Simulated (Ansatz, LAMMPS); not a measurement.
# Relaxing amorphous polyacrylonitrile (as short chains C14N4H18), from a frame at 540 K (108 atoms), part 3 of 3

How does amorphous polyacrylonitrile (as short chains C14N4H18), from a frame at 540 K (108 atoms) relax, and what do bonds, charges and levels look like afterwards?

Ansatz 0.2.0; Kohn-Sham DFT, PBE+D4, PAW (set soft_2), plane waves.

The cell: 42 C, 12 N and 54 H. The network of contacts between molecules at the start is that of the classical potential that made the cell. The density was typed from a rule of thumb and may lie off the real one at this temperature. The Brillouin zone is sampled at Γ only, in a cell whose shortest periodic width is 11 Å.

So far. Step 4 (Relaxation): The relaxation changed the energy by -67.1 meV/atom, and atoms moved by 1.3 Å r.m.s., 3.6 Å at most.

**6. Single point at the relaxed geometry**

One more single point at the end of the walk gives the fuller output and checks the residual forces.

The input, input.yaml:

```yaml
crystal:
  lattice:
    - [10.87734, 0.0, 0.0]
    - [0.0, 10.87734, 0.0]
    - [0.0, 0.0, 10.87734]
  atoms:
    - { symbol: C, position: [0.72007, 0.33906, 0.28983] }
    - { symbol: C, position: [0.75288, 0.20321, 0.28083] }
    - { symbol: C, position: [0.80333, 0.16616, 0.15302] }
    - { symbol: C, position: [0.84266, 0.03767, 0.15748] }
    - { symbol: "N", position: [0.87178, 0.93495, 0.16368] }
    - { symbol: C, position: [0.7099, 0.187, 0.04835] }
    - { symbol: C, position: [0.75414, 0.14304, 0.92102] }
    - { symbol: C, position: [0.87293, 0.19983, 0.89298] }
    - { symbol: "N", position: [0.96712, 0.24749, 0.87649] }
    - { symbol: C, position: [0.66265, 0.17154, 0.8159] }
    - { symbol: C, position: [0.53196, 0.11894, 0.83711] }
    - { symbol: C, position: [0.45736, 0.14605, 0.72865] }
    - { symbol: "N", position: [0.39723, 0.16517, 0.64245] }
    - { symbol: C, position: [0.53049, 0.97971, 0.86463] }
    - { symbol: C, position: [0.40279, 0.91822, 0.86147] }
    - { symbol: C, position: [0.31686, 0.97632, 0.94729] }
    - { symbol: "N", position: [0.24901, 0.02146, 0.01638] }
    - { symbol: C, position: [0.41268, 0.7798, 0.888] }
    - { symbol: H, position: [0.69275, 0.36151, 0.38434] }
    - { symbol: H, position: [0.79944, 0.39715, 0.26603] }
    - { symbol: H, position: [0.64327, 0.36421, 0.22952] }
    - { symbol: H, position: [0.82277, 0.18117, 0.35011] }
    - { symbol: H, position: [0.67194, 0.14628, 0.30045] }
    - { symbol: H, position: [0.88659, 0.22092, 0.13341] }
    - { symbol: H, position: [0.62435, 0.1392, 0.07232] }
    - { symbol: H, position: [0.6882, 0.28533, 0.04333] }
    - { symbol: H, position: [0.77081, 0.04305, 0.9244] }
    - { symbol: H, position: [0.65578, 0.27166, 0.80489] }
    - { symbol: H, position: [0.69986, 0.1331, 0.73029] }
    - { symbol: H, position: [0.48855, 0.16931, 0.91365] }
    - { symbol: H, position: [0.57113, 0.96521, 0.95599] }
    - { symbol: H, position: [0.5886, 0.93209, 0.79711] }
    - { symbol: H, position: [0.36223, 0.92965, 0.7693] }
    - { symbol: H, position: [0.32321, 0.7354, 0.87681] }
    - { symbol: H, position: [0.44607, 0.76337, 0.98157] }
    - { symbol: H, position: [0.47737, 0.73749, 0.82319] }
    - { symbol: C, position: [0.98983, 0.63175, 0.03836] }
    - { symbol: C, position: [0.12969, 0.6229, 0.03924] }
    - { symbol: C, position: [0.18283, 0.53309, 0.13643] }
    - { symbol: C, position: [0.1508, 0.57864, 0.25849] }
    - { symbol: "N", position: [0.11929, 0.61985, 0.35183] }
    - { symbol: C, position: [0.1401, 0.39858, 0.11622] }
    - { symbol: C, position: [0.23193, 0.2979, 0.15735] }
    - { symbol: C, position: [0.34729, 0.31572, 0.09086] }
    - { symbol: "N", position: [0.43757, 0.33706, 0.03778] }
    - { symbol: C, position: [0.25455, 0.29262, 0.29768] }
    - { symbol: C, position: [0.29277, 0.16507, 0.34832] }
    - { symbol: C, position: [0.39667, 0.1109, 0.28258] }
    - { symbol: "N", position: [0.47767, 0.06185, 0.23302] }
    - { symbol: C, position: [0.1873, 0.06886, 0.35351] }
    - { symbol: C, position: [0.10954, 0.07355, 0.47228] }
    - { symbol: C, position: [0.04378, 0.19003, 0.48531] }
    - { symbol: "N", position: [0.98916, 0.28161, 0.49352] }
    - { symbol: C, position: [0.01775, 0.96587, 0.47714] }
    - { symbol: H, position: [0.95503, 0.6655, 0.12684] }
    - { symbol: H, position: [0.94596, 0.54304, 0.01811] }
    - { symbol: H, position: [0.95943, 0.69772, 0.96845] }
    - { symbol: H, position: [0.16941, 0.71445, 0.05496] }
    - { symbol: H, position: [0.16415, 0.59147, 0.94952] }
    - { symbol: H, position: [0.28387, 0.53638, 0.12903] }
    - { symbol: H, position: [0.12232, 0.38555, 0.01772] }
    - { symbol: H, position: [0.05253, 0.38207, 0.16368] }
    - { symbol: H, position: [0.19474, 0.20915, 0.12507] }
    - { symbol: H, position: [0.1687, 0.31821, 0.34386] }
    - { symbol: H, position: [0.32304, 0.36155, 0.32491] }
    - { symbol: H, position: [0.32631, 0.17937, 0.44309] }
    - { symbol: H, position: [0.22678, 0.97607, 0.35004] }
    - { symbol: H, position: [0.128, 0.07656, 0.27205] }
    - { symbol: H, position: [0.17227, 0.06694, 0.55169] }
    - { symbol: H, position: [0.9556, 0.96816, 0.39777] }
    - { symbol: H, position: [0.06908, 0.87918, 0.47545] }
    - { symbol: H, position: [0.96303, 0.96885, 0.56163] }
    - { symbol: C, position: [0.63436, 0.63481, 0.11175] }
    - { symbol: C, position: [0.60808, 0.74596, 0.19317] }
    - { symbol: C, position: [0.61121, 0.71934, 0.33308] }
    - { symbol: C, position: [0.51972, 0.62594, 0.36522] }
    - { symbol: "N", position: [0.44852, 0.54951, 0.38811] }
    - { symbol: C, position: [0.74011, 0.68012, 0.377] }
    [... 24 atom lines left out ...]
    - { symbol: H, position: [0.037, 0.50415, 0.81006] }
    - { symbol: H, position: [0.00087, 0.41242, 0.68177] }
    - { symbol: H, position: [0.12429, 0.54026, 0.54369] }
    - { symbol: H, position: [0.32991, 0.4921, 0.62527] }
    - { symbol: H, position: [0.27126, 0.47742, 0.77768] }
    - { symbol: H, position: [0.22675, 0.37098, 0.66226] }
kpoints:
  mp_grid: { grid: [1, 1, 1] }
hamiltonian:
  xc: pbe
  dispersion: d4
scf:
  occupations: { method: fermi_dirac, width: 0.05 }
output:
  forces: true
  stress: true
  populations: intrinsic
  dos:
    method: { smearing: { sigma: 0.15 } }
    de: 0.1
    projected: { site_lists: { C: [C], H: [H], "N": ["N"] } }
  eigenvalues: true
  write_density: true
  write_potential: true
  volumetric_format: npy
  elf: true
```

On the command line:

```sh
ansatz run input.yaml --threads 4 --pin off --max-ram 8192MiB --backend cpu --events-out ev --progress --plain --runs-dir out
```

Numbers of over 12 decimals in the logs are rounded to 6 here.

Log:

```text
[...]
Crystal: 108 atoms, lattice volume = 1286.969 Å³
Basis set: ecut = 420 eV, 25269 PW (Γ), exchange–correlation on 150×150×150 points (8 copies of the dense FFT grid, shifted against one another)
Bands: 249, of which v1, the nominal top of the filled ones, is band 141 counted from 1 (140 counted from 0)
Symmetry: 1 space group operations
[...]
k-points: 1
[...]
SCF iter   1: F=—  HF=-16011.125020 eV  |F-HF|=—  |Δ(HF+E_count)|=         —  Δρ=4.07e-3  dr2=2.71e-1  ethr=1.77e-3  ⟨swp⟩=6.0  Hψ=1148  notcnv=0  defer=43
[...]
SCF iter  10: F=-16011.137685 eV  HF=-16011.137685 eV  |F-HF|=1.50e-8  |Δ(HF+E_count)|=   1.06e-7  Δρ=1.18e-6  dr2=2.19e-8  ethr=3.55e-11  ⟨swp⟩=17.0  Hψ=2092  notcnv=0
SCF 1 converged in 10 iterations: F = -16011.137685 eV  dr2 = 2.19e-8
[...]
WARN: The input density's exchange-correlation potential varies sharply where the density is thin. Do not read a vacuum level from v_tot or v_xc, or from such a field of the output density. On a cell that repeats whose density bears no net charge and no dipole along the vacuum's axis use v_es (v_loc + v_h of the components); [...]
SCF converged after 10 iterations
Free energy (F): -16011.137685 eV
[...]
Internal energy: -16011.137685 eV  (E = F + TS)
E sigma→0 (E₀):  -16011.137685 eV
Fermi energy:    0.369242 eV
[...]
--- Forces (eV/Å), atoms counted from 1 ---
  atom   1  C      0.00295078     0.00108735    -0.00234854
  atom   2  C      0.00303412     0.00183968    -0.00688911
  atom   3  C      0.00097089     0.00030427     0.00679746
  atom   4  C      0.00010462    -0.01326265    -0.00547012
  atom   5  N     -0.00434383     0.01762591     0.00123134
  atom   6  C      0.00180635     0.00421306     0.00688639
  atom   7  C     -0.01123137    -0.00264233    -0.00938660
  atom   8  C     -0.00951656    -0.00282740     0.01442771
  atom   9  N      0.01587763     0.00650533    -0.01034234
  atom  10  C      0.00340183     0.00288364     0.00408613
  atom  11  C     -0.00319979    -0.00287700    -0.00506315
  atom  12  C     -0.00136790     0.00558358     0.00830963
  atom  13  N      0.00019313    -0.00264724    -0.00409796
  atom  14  C     -0.00166205     0.00121067    -0.00068179
[...]
atom 107  H     -0.00017623    -0.00054933    -0.00038558
  atom 108  H      0.00016411    -0.00198503    -0.00000249
  max |Σ_I F_I| component: 7.10e-5 eV/Å
--- Stress (GPa, compression-positive) ---
       -0.166509       0.027290       0.001364
        0.027290      -0.345688      -0.017384
        0.001363      -0.017384      -0.116423
  P = ⅓ Tr σ = -0.2095 GPa (-2.095 kbar)
--- Band table (eV) ---
[...]
--- intrinsic populations: 108 sites ---
  site symbol       q [e]
     0      C      4.5175
     1      C      4.3061
     2      C      4.1761
[...]
107      H      0.8041
  spilling = -0.000000 (of n_electrons = 282.000000)
```

It took 12 s on 4 threads of Arm Neoverse V2, shared host; peak memory 1.3 GiB; 47 s of CPU time.

The program notes that the exchange-correlation potential is rough where the density is thin.

Numbers from this run:

| Item | Value |
| --- | --- |
| free energy | -16011.1377 eV |
| free energy per atom | -148.2513 eV/atom |
| SCF cycles | 10 |
| pressure | -0.2095 GPa |
| r.m.s. force component | 0.00486 eV/Å |
| longest force | 0.03055 eV/Å |
| Fermi energy | 0.3692 eV |
| gap (highest filled to lowest empty level) | 6.301 eV |

Intrinsic-atomic-orbital charges by element and coordination:

```csv
element,coordination,atoms,mean charge (e),spread,least,most
C,all,42,-0.168,0.231,-0.528,0.176
C,2,12,0.158,0.0075,0.149,0.176
C,4,30,-0.299,0.122,-0.528,-0.176
H,all,54,0.192,0.0169,0.155,0.232
N,all,12,-0.274,0.0063,-0.283,-0.262
```

States in the cell by windows of 1 eV, zero at the Fermi level; the larger projections on atomic orbitals stand beside the total:

```csv
from (eV),to (eV),total,C p,N p,H s,C s
-14,-13,6.3,1.5,0.0,1.3,3.3
-13,-12,12.2,4.1,0.0,2.6,5.2
-12,-11,11.6,5.2,0.0,2.2,3.9
-11,-10,5.2,1.9,0.0,1.4,1.8
-10,-9,6.1,4.2,0.0,1.0,0.6
-9,-8,17.8,12.6,0.2,3.1,1.4
-8,-7,14.8,11.3,0.3,2.0,0.8
-7,-6,22.6,15.5,1.1,4.5,0.9
-6,-5,34.8,19.8,4.5,7.6,1.1
-5,-4,58.2,24.8,19.1,8.5,0.5
-4,-3,43.6,20.9,16.3,5.2,0.3
-3,-2,0.1,0.0,0.0,0.0,0.0
-2,2,0.0,0.0,0.0,0.0,0.0
2,3,0.3,0.1,0.1,0.1,0.0
3,4,37.6,15.6,12.6,3.6,2.0
4,5,24.9,8.2,5.2,3.8,1.7
```

Between -19 and -14 eV lie 49 more states.

The levels nearest the highest filled one (over half full), pooled over k-points and spins:

```csv
level less the highest filled one (eV),occupation
-0.259,2
-0.230,2
-0.207,2
-0.160,2
-0.128,2
0,2
6.30,0
6.39,0
6.47,0
6.52,0
6.57,0
6.61,0
```

ELF in the ab plane at fractional z = 0.348, with atoms of H and N and C within 0.2 Å of it. It is the smooth field of the valence electrons, not physical close to the nuclei.

Values in units of 1e-1, 13 rows by 16 columns, each cell a mean:
```
4.6 0.4 4.2 9.8 9.4 1.3 0.8 1.3 0.7 0.1 0.0 0.0 0.0 0.1 3.7 9.1
1.3 0.4 0.6 4.5 5.2 0.5 0.0 0.1 3.0 6.3 3.0 0.1 0.6 0.5 0.5 2.3
0.1 0.3 0.4 0.2 0.0 0.0 0.0 0.5 6.4 9.6 6.3 2.2 7.8 8.4 2.6 0.0
2.8 6.0 5.8 3.1 0.4 0.1 1.5 3.0 5.7 5.2 6.1 6.8 8.5 9.3 4.0 0.1
6.2 6.9 5.8 5.8 1.1 1.0 5.1 7.1 5.1 7.7 5.4 6.8 8.0 5.3 0.5 0.4
4.7 6.6 6.8 5.9 0.9 3.4 7.7 7.4 7.1 5.0 0.8 6.9 9.5 5.9 0.2 0.4
1.1 3.1 3.6 1.9 0.2 2.2 7.6 7.9 5.3 1.5 0.3 0.9 1.5 0.5 0.1 0.0
0.0 0.3 2.6 2.5 5.3 6.0 1.9 2.3 0.8 0.7 5.2 6.8 4.7 3.8 0.3 0.0
0.4 2.8 9.7 8.7 7.8 9.3 5.1 0.1 0.0 1.7 7.3 8.8 5.3 1.8 0.1 0.6
1.3 1.0 6.1 6.9 6.9 4.5 0.8 0.2 0.0 0.3 1.9 4.5 4.9 4.5 1.1 0.9
0.9 0.4 1.3 4.9 4.7 4.7 4.5 3.1 1.0 1.4 7.3 6.7 8.3 9.9 5.1 0.4
0.2 2.8 5.3 6.1 6.6 6.0 6.8 6.1 3.1 1.0 7.7 6.9 4.5 6.0 1.8 0.1
1.4 2.0 5.0 7.1 6.1 1.5 4.5 5.1 3.4 0.6 0.8 1.1 0.2 0.1 1.7 5.1
```
Columns run along a (10.9 Å), rows up along b (10.9 Å). Atoms in or near the plane, at fractional coordinates: H at (0.82, 0.18), N at (0.12, 0.62), C at (0.29, 0.17), C at (0.19, 0.07), H at (0.17, 0.32), H at (0.23, 0.98), C at (0.61, 0.72), C at (0.52, 0.63), H at (0.81, 0.75), H at (0.77, 0.59).

Valence density in the ab plane at fractional z = 0.348, with atoms of H and N and C within 0.2 Å of it. It is the smooth field of the valence electrons, not physical close to the nuclei.

Ten even steps from '0' (0.0 e/Å³) to '9' (3.1 e/Å³), each cell a mean:
```
0000013410000000000000000000000
0000000000000000000000000000000
0000000000000000000000000000000
0000000000000000000000000000000
0000000000000000013210000000000
0000000000000000025521123410000
0000000000000000135554345410000
0023310000000012455444554200000
0159951000000134553112354100000
0149951000001367531000244100000
0013320000002675310000011000000
0000000000001342100000000000000
0000000000000110000000000000000
0000000000000000000000000000000
0000000001100000000012310000000
0000132223210000000014421000000
0000144332100000000002210000000
0000012232100000000000111000000
0000001244210000000000122210000
0000001255421000000001123530000
0000122455432100000001111110000
0001355432221100000000000000000
0001355410000000000000000000000
0000135410000000000000000000000
```
Columns run along a (10.9 Å), rows up along b (10.9 Å). Atoms in or near the plane, at fractional coordinates: H at (0.82, 0.18), N at (0.12, 0.62), C at (0.29, 0.17), C at (0.19, 0.07), H at (0.17, 0.32), H at (0.23, 0.98), C at (0.61, 0.72), C at (0.52, 0.63), H at (0.81, 0.75), H at (0.77, 0.59).

Mean intrinsic-atomic-orbital charges: C -0.17, H +0.19, N -0.27 e.

Local excerpt of 8 atoms (numbers count through the whole input) about N49, one of the 12 N atoms; x, y, z are measured from there.

```csv
atom,x,y,z,distance (Å),bonds,intrinsic-atomic-orbital charge (e)
N49,0.00,0.00,0.00,0.00,1,-0.28
C48,-0.88,0.53,0.54,1.16,2,0.16
H23,2.11,0.92,0.73,2.42,1,0.19
H25,1.60,0.84,-1.75,2.51,1,0.19
C47,-2.01,1.12,1.25,2.62,4,-0.19
H66,-1.65,1.28,2.29,3.09,1,0.23
H95,0.44,-3.00,-0.67,3.11,1,0.17
H67,-2.73,-0.93,1.27,3.15,1,0.20
```

The column of bonds counts only the pairs H-C within 1.34 Å, C-C within 1.85 Å, C-N within 1.62 Å; other neighbours, such as metal atoms beside each other in a compound, aren't counted, and periodic images can show an atom twice.

**7. A repeat**

The input is that of the reference in all keys that bear on the result, so the run is a repeat.

input.yaml, the sections that differ from step 6:

```yaml
crystal:
  lattice:
    - [10.87734, 0.0, 0.0]
    - [0.0, 10.87734, 0.0]
    - [0.0, 0.0, 10.87734]
  atoms:
    [... the 108 atom lines of step 3 ...]
output:
  forces: true
  stress: true
  populations: intrinsic
  dos:
    method: { smearing: { sigma: 0.08 } }
    de: 0.1
    projected: { site_lists: { C: [C], H: [H], "N": ["N"] } }
  eigenvalues: true
# kpoints, hamiltonian, scf: as in step 6
```

Log:

```text
[...]
Crystal: 108 atoms, lattice volume = 1286.969 Å³
Basis set: ecut = 420 eV, 25269 PW (Γ), exchange–correlation on 150×150×150 points (8 copies of the dense FFT grid, shifted against one another)
Bands: 249, of which v1, the nominal top of the filled ones, is band 141 counted from 1 (140 counted from 0)
Symmetry: 1 space group operations
[...]
k-points: 1
[...]
SCF iter   1: F=—  HF=-16003.927813 eV  |F-HF|=—  |Δ(HF+E_count)|=         —  Δρ=4.61e-3  dr2=4.30e-1  ethr=1.77e-3  ⟨swp⟩=6.0  Hψ=1145  notcnv=0  defer=44
[...]
SCF iter  10: F=-16003.887289 eV  HF=-16003.887289 eV  |F-HF|=3.10e-8  |Δ(HF+E_count)|=   1.07e-7  Δρ=2.17e-6  dr2=7.28e-8  ethr=3.55e-11  ⟨swp⟩=14.0  Hψ=1587  notcnv=0
SCF 1 converged in 10 iterations: F = -16003.887289 eV  dr2 = 7.28e-8
[...]
SCF converged after 10 iterations
Free energy (F): -16003.887289 eV
[...]
Internal energy: -16003.887289 eV  (E = F + TS)
E sigma→0 (E₀):  -16003.887289 eV
Fermi energy:    0.315924 eV
[...]
--- Forces (eV/Å), atoms counted from 1 ---
  atom   1  C      0.27030706    -0.76379075     0.08871132
  atom   2  C     -0.47046603     1.51755284    -0.83836617
  atom   3  C      0.00110201    -1.46838339     0.85434326
  atom   4  C     -0.05542657     1.07400870    -0.37306029
  atom   5  N     -0.18958646    -0.09163409     0.17489976
  atom   6  C      1.46306607    -2.55126963     0.32393240
  atom   7  C      0.55400878     2.16902089     0.13912862
  atom   8  C     -0.56306256    -0.65140756     0.29103276
  atom   9  N      0.95608485     0.71196422    -0.31165844
  atom  10  C     -1.32352871    -0.04699090     0.02571310
  atom  11  C     -1.27241710    -0.26361914    -0.05033550
  atom  12  C      0.57831838    -0.87827483     0.55688338
  atom  13  N     -0.53855659     0.11881526    -0.62049450
  atom  14  C     -0.26043003     1.63618605     1.02176996
[...]
atom 107  H      0.13880426     0.25191946    -0.28741873
  atom 108  H      0.07755120     1.56249204    -1.57476893
  max |Σ_I F_I| component: 2.45e-4 eV/Å
--- Stress (GPa, compression-positive) ---
        2.189689      -0.221666       0.233284
       -0.221666       2.514734      -0.144169
        0.233283      -0.144169       0.525812
  P = ⅓ Tr σ = 1.7434 GPa (17.434 kbar)
--- Band table (eV) ---
[...]
--- intrinsic populations: 108 sites ---
  site symbol       q [e]
     0      C      4.5535
     1      C      4.3037
     2      C      4.1744
[...]
107      H      0.8320
  spilling = 0.000000 (of n_electrons = 282.000000)
```

Wall time 11 s (4 threads); peak memory 1.3 GiB; 44 s of CPU time.

Forces differ from those of the single point at the start by 0 meV/Å r.m.s., 0 % of their size. It took 1.0 times the reference's time (shared host, so rough).

**8. Outcome**

```
energy change in the relaxation                  : -67.13 meV/atom
r.m.s. displacement                              : 1.279 Å
largest displacement                             : 3.642 Å
free energy per atom                             : -148.2513 eV/atom
pressure                                         : -0.2095 GPa
r.m.s. force component                           : 0.00486 eV/Å
gap (highest filled to lowest empty level) : 6.301 eV
wall time of the 4 DFT runs                      : 5.9 min
```

**Reading.** Relaxation lowers the energy by 67.1 meV/atom and moves atoms by 1.3 Å r.m.s.; the r.m.s. force component goes from 1.1 to 0.0049 eV/Å, the pressure goes from 1.7 to -0.21 GPa, and the gap from 5.79 to 6.30 eV. By the final cutoffs no bond was broken or made. From the first step to the last the energy fell by 7.250 eV, and the largest move was 3.64 Å (H57). The H-C bonds change most in mean length: from 1.091 Å (spread 0.040) to 1.099 Å (spread 0.003). With the cutoffs above, 71 % of C atoms have 4, all H atoms have 1 and all N atoms have 1 bonded neighbour. Between filled and empty levels lie 6.30 eV (at Γ alone); a semilocal functional tends to put such gaps too low. In a disordered cell it changes from sample to sample, and tail or defect levels can set it.

**Limits.** The network of contacts between molecules at the start is that of the classical potential that made the cell; in DFT atoms moved by 1.3 Å r.m.s.

[Logs are printed without paths, hosts, clocks, repeated set-up lines and the standing remarks that a program may print on its own settings, such as how far it seeks lower states.]

[Hosts, paths, dates, database ids (printed as entryN), source tags and the programs' standing remarks are cut or masked in the printed files.]
